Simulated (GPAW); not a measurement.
**NiO2 (R-3m): one start, several treatments of the self-energy**

Aim: compare treatments of exchange, screening and correlation for the gap of NiO2 (R-3m).

Main program and level: GPAW 26.7.0; LDA and many-body steps on it, plane waves.

Report form: the programs' logs are mostly left out.

## 1. Starting point

The structure is trigonal, space group R-3m (No. 166). The conventional cell has a = 2.804 Å, b = 2.804 Å, c = 20.923 Å, α = 90.00°, β = 90.00°, γ = 120.00°. Nearest to Ni lie 6 O at 1.88 Å. Nearest to O lie 3 Ni at 1.88 Å. Farther neighbours and most contacts between anions are not listed.

Coordinates:

```cif
data_structure
_symmetry_space_group_name_H-M 'R-3m:H'
_symmetry_Int_Tables_number 166
_cell_length_a 2.8043
_cell_length_b 2.8043
_cell_length_c 20.9229
_cell_angle_alpha 90.000
_cell_angle_beta 90.000
_cell_angle_gamma 120.000
_cell_volume 142.49
loop_
_atom_site_label
_atom_site_type_symbol
_atom_site_symmetry_multiplicity
_atom_site_Wyckoff_symbol
_atom_site_fract_x
_atom_site_fract_y
_atom_site_fract_z
_atom_site_occupancy
Ni1 Ni 3 a 0.00000 0.00000 0.00000 1
O1 O 6 c 0.66667 0.33333 0.95454 1
```

The cell and positions are those that the Materials Project relaxed with its own functionals (PBE, PBE+U or r2SCAN), kept fixed.

## 2. Empty states on the mesh, 4×4×4 mesh, 169 bands

This step: GPAW 26.7.0; DFT, LDA, plane waves, PAW.

The sums over transitions need many empty states on a uniform mesh; this step solves for them.

File run.py:

```python
import json
import numpy as np
from gpaw.mpi import world
from gpaw import GPAW

calc = GPAW('gs.gpw').fixed_density(kpts={'size': (4, 4, 4), 'gamma': True},
    parallel={'domain': 1, 'band': 1},
    txt='nscf.txt')
calc.diagonalize_full_hamiltonian(nbands=169)
calc.write('full.gpw', mode='all')
res = {}
kpts = calc.get_ibz_k_points()
res['kpts'] = kpts
res['eigenvalues'] = [calc.get_eigenvalues(kpt=k) for k in range(len(kpts))]
res['n_electrons'] = calc.get_number_of_electrons()

if world.rank == 0:
    with open('result.json', 'w') as f:
        json.dump(res, f, default=lambda x: x.tolist())
```

On the command line:

```
mpirun -n 4 gpaw python run.py
```

Wall time 38 s (4 MPI ranks of Arm Neoverse V2, shared host); peak memory 1.9 GiB.

Numbers from this step:

```
gap                                                           : 1.300 eV
k of the valence top                                          : 0.5, 0.5, 0.5
k of the conduction bottom                                    : 0.5, 0.5, 0.25
least direct gap                                              : 1.437 eV
k points computed                                             : 13
lowest point of the top converged band, above the valence top : 120.6955 eV
```

On this mesh the gap is 1.300 eV.

## 3. G0W0, Godby-Needs plasmon pole

G0W0 replaces the xc potential by the self-energy, built once from these orbitals. Only a window of levels is corrected, while the sums run over the empty bands that the input names.

This step: G0W0 on LDA, plane waves, PAW.

File run.py:

```python
import json
import numpy as np
from gpaw.mpi import world
from gpaw.response.g0w0 import G0W0

gw = G0W0('full.gpw',
    filename='gw',
    kpts=[0, 11, 12],
    bands=(12, 16),
    ecut=78,
    nbands=74,
    integrate_gamma='WS',
    ppa=True)
gw.calculate()
res = {mode: {k: v for k, v in r.items() if k != 'sigma_eskwn'}
       for mode, r in gw.all_results.items()}

if world.rank == 0:
    with open('result.json', 'w') as f:
        json.dump(res, f, default=lambda x: x.tolist())
```

On the command line:

```
mpirun -n 4 gpaw python run.py
```

The job ended after 2.7 min (4 MPI ranks; peak memory 2.4 GiB).

This step gave:

| Property | Result |
| --- | --- |
| G0W0 gap on the points computed | 3.331 eV |
| least direct G0W0 gap on the computed points | 3.400 eV |
| Z at the valence top | 0.7040 |
| Z at the conduction bottom | 0.7251 |
| starting gap on the mesh | 1.300 eV |
| k of the valence top | 0.5, 0.5, 0.5 |
| k of the conduction bottom | 0.5, 0.5, 0.25 |

The gap on the mesh goes from 1.30 eV to 3.33 eV, a correction of +2.03 eV.

## 4. One-shot HSE06

This step: one-shot HSE06 levels on LDA orbitals, plane waves, PAW.

File run.py:

```python
import json
import numpy as np
from gpaw.mpi import world
from gpaw.hybrids.eigenvalues import non_self_consistent_eigenvalues

dft, vxc, vxc_hyb = non_self_consistent_eigenvalues('full.gpw', 'HSE06', 12, 16, kpt_indices=[0, 11, 12])
res = {'dft': dft[0], 'hybrid': (dft - vxc + vxc_hyb)[0]}
if world.rank == 0:
    with open('hybrid.txt', 'w') as f:
        for k, e0, e1 in zip([0, 11, 12], res['dft'], res['hybrid']):
            print(k, ' '.join(f'{x:9.4f}' for x in e0), '|', ' '.join(f'{x:9.4f}' for x in e1), file=f)

if world.rank == 0:
    with open('result.json', 'w') as f:
        json.dump(res, f, default=lambda x: x.tolist())
```

On the command line:

```
mpirun -n 4 gpaw python run.py
```

Run time: 6.9 s. Hardware: 4 MPI ranks; peak memory 1.8 GiB; 27 s of CPU time.

This step gave:

| Property | Result |
| --- | --- |
| starting gap on the mesh | 1.300 eV |
| hybrid gap on the mesh | 3.617 eV |
| least direct hybrid gap on the computed points | 3.622 eV |

## 5. G0W0, extrapolated in the cutoff

This step: G0W0 on LDA, plane waves, PAW.

File run.py:

```python
import json
import numpy as np
from gpaw.mpi import world
from gpaw.response.g0w0 import G0W0

gw = G0W0('full.gpw',
    filename='gw',
    kpts=[0, 11, 12],
    bands=(12, 16),
    ecut=130.0,
    integrate_gamma='WS',
    ppa=True,
    ecut_extrapolation=True)
gw.calculate()
res = {mode: {k: v for k, v in r.items() if k != 'sigma_eskwn'}
       for mode, r in gw.all_results.items()}

if world.rank == 0:
    with open('result.json', 'w') as f:
        json.dump(res, f, default=lambda x: x.tolist())
```

On the command line:

```
mpirun -n 4 gpaw python run.py
```

The job ended after 9.3 min (4 MPI ranks; peak memory 2.4 GiB).

Numbers from this step:

```yaml
quasiparticle_gap_on_the_points_computed: 2.625 eV
least_direct_quasiparticle_gap_on_the_computed_points: 2.785 eV
z_at_the_valence_top: 0.6911
z_at_the_conduction_bottom: 0.7083
starting_gap_on_the_mesh: 1.300 eV
k_of_the_valence_top: 0.5, 0.5, 0.5
k_of_the_conduction_bottom: 0.5, 0.5, 0.25
gaps_at_the_cutoffs_of_the_extrapolation: 3.050, 3.010, 2.964 eV
```

Against G0W0 in GPAW (4×4×4 mesh, 74 bands, screening to 78 eV, Godby-Needs plasmon pole), the gap moves by −0.706 eV.

## 6. One-shot PBE0

This step: one-shot PBE0 levels on LDA orbitals, plane waves, PAW.

File run.py:

```python
import json
import numpy as np
from gpaw.mpi import world
from gpaw.hybrids.eigenvalues import non_self_consistent_eigenvalues

dft, vxc, vxc_hyb = non_self_consistent_eigenvalues('full.gpw', 'PBE0', 12, 16, kpt_indices=[0, 11, 12])
res = {'dft': dft[0], 'hybrid': (dft - vxc + vxc_hyb)[0]}
if world.rank == 0:
    with open('hybrid.txt', 'w') as f:
        for k, e0, e1 in zip([0, 11, 12], res['dft'], res['hybrid']):
            print(k, ' '.join(f'{x:9.4f}' for x in e0), '|', ' '.join(f'{x:9.4f}' for x in e1), file=f)

if world.rank == 0:
    with open('result.json', 'w') as f:
        json.dump(res, f, default=lambda x: x.tolist())
```

On the command line:

```
mpirun -n 4 gpaw python run.py
```

Run time: 6.5 s. Hardware: 4 MPI ranks; peak memory 1.8 GiB; 26 s of CPU time.

This step gave:

```yaml
starting_gap_on_the_mesh: 1.300 eV
hybrid_gap_on_the_mesh: 4.362 eV
least_direct_hybrid_gap_on_the_computed_points: 4.385 eV
```

## 7. G0W0, full frequency, Hilbert transform

This step: G0W0 on LDA, plane waves, PAW.

File run.py:

```python
import json
import numpy as np
from gpaw.mpi import world
from gpaw.response.g0w0 import G0W0

gw = G0W0('full.gpw',
    filename='gw',
    kpts=[0, 11, 12],
    bands=(12, 16),
    ecut=78,
    nbands=74,
    integrate_gamma='WS',
    frequencies={'type': 'nonlinear', 'domega0': 0.1, 'omega2': 15.0},
    eta=0.1,
    nblocksmax=True)
gw.calculate()
res = {mode: {k: v for k, v in r.items() if k != 'sigma_eskwn'}
       for mode, r in gw.all_results.items()}

if world.rank == 0:
    with open('result.json', 'w') as f:
        json.dump(res, f, default=lambda x: x.tolist())
```

On the command line:

```
mpirun -n 4 gpaw python run.py
```

It took 2.9 min on 4 MPI ranks; peak memory 2.5 GiB; 12 min of CPU time.

Numbers from this step:

```
G0W0 gap on the points computed              : 3.166 eV
least direct G0W0 gap on the computed points : 3.241 eV
starting gap on the mesh                     : 1.300 eV
k of the valence top                         : 0.5, 0.5, 0.5
k of the conduction bottom                   : 0.5, 0.5, 0.25
```

Against G0W0 in GPAW (4×4×4 mesh, 74 bands, screening to 78 eV, Godby-Needs plasmon pole), the gap moves by −0.165 eV.

## 8. The runs together

Times are wall times on 4 MPI ranks of Arm Neoverse V2, shared host, good to a factor of about two.

| run | mesh | bands | screening cutoff (eV) | DFT gap (eV) | gap on the mesh (eV) | direct (eV) | time |
| --- | --- | --- | --- | --- | --- | --- | --- |
| G0W0, Godby-Needs plasmon pole | 4×4×4 | 74 | 78 | 1.300 | 3.331 | 3.400 | 2.7 min |
| one-shot HSE06 | 4×4×4 | - | - | 1.300 | 3.617 | 3.622 | 6.9 s |
| G0W0, extrapolated in the cutoff | 4×4×4 | - | 130 | 1.300 | 2.625 | 2.785 | 9.3 min |
| one-shot PBE0 | 4×4×4 | - | - | 1.300 | 4.362 | 4.385 | 6.5 s |
| G0W0, full frequency, Hilbert transform | 4×4×4 | 74 | 78 | 1.300 | 3.166 | 3.241 | 2.9 min |

## 9. What came out

| Quantity | Value |
| --- | --- |
| G0W0, Godby-Needs plasmon pole | 3.331 eV |
| one-shot HSE06 | 3.617 eV |
| G0W0, extrapolated in the cutoff | 2.625 eV |
| one-shot PBE0 | 4.362 eV |
| G0W0, full frequency, Hilbert transform | 3.166 eV |
| known limits | not at the basis limit; no spin polarisation; d states lean on the start |

In words: One-shot HSE06: +0.286 eV against G0W0, Godby-Needs plasmon pole. G0W0, extrapolated in the cutoff: −0.706 eV against G0W0, Godby-Needs plasmon pole, at other bands or cutoff, so not like for like. One-shot PBE0: +1.030 eV against G0W0, Godby-Needs plasmon pole. G0W0, full frequency, Hilbert transform: −0.165 eV against G0W0, Godby-Needs plasmon pole. One-shot hybrid levels are evaluated on the LDA orbitals. Bands and cutoff are finite, so the gap is not at the basis limit. The miss can reach some tenths of an eV and take either sign; the mesh is an error of its own. These stock PAW sets were not made for GW. In the G0W0 runs levels were corrected at 3 k points alone, so a gap called «on the mesh» is the least over those, and an edge elsewhere would be missed. The program warns of a poor linear fit in the extrapolation of some level, so the extrapolated values are rough. A denser mesh or path gives a starting gap of 1.22 eV: the GW mesh misses a band edge, so its gaps are not the fundamental one. The runs have no spin polarisation. For a closed low-spin shell that is the natural state; where a d or f shell is open it is a constraint, and the gap is then not the crystal's own. With d states at the gap, one-shot GW leans hard on its start.

[Paths, hosts, dates, memory and timing lines, banners, echoed tables and standing remarks are left out of the program output.]

[Logs are printed without paths, hosts, clocks, repeated set-up lines and the standing remarks that a program may print on its own settings, such as how far it seeks lower states.]

[Runs of the session that timed out or met a known fault of the program may be left out.]

[Hosts, paths, dates, database ids (printed as entryN), source tags and the programs' standing remarks are cut or masked in the printed files.]
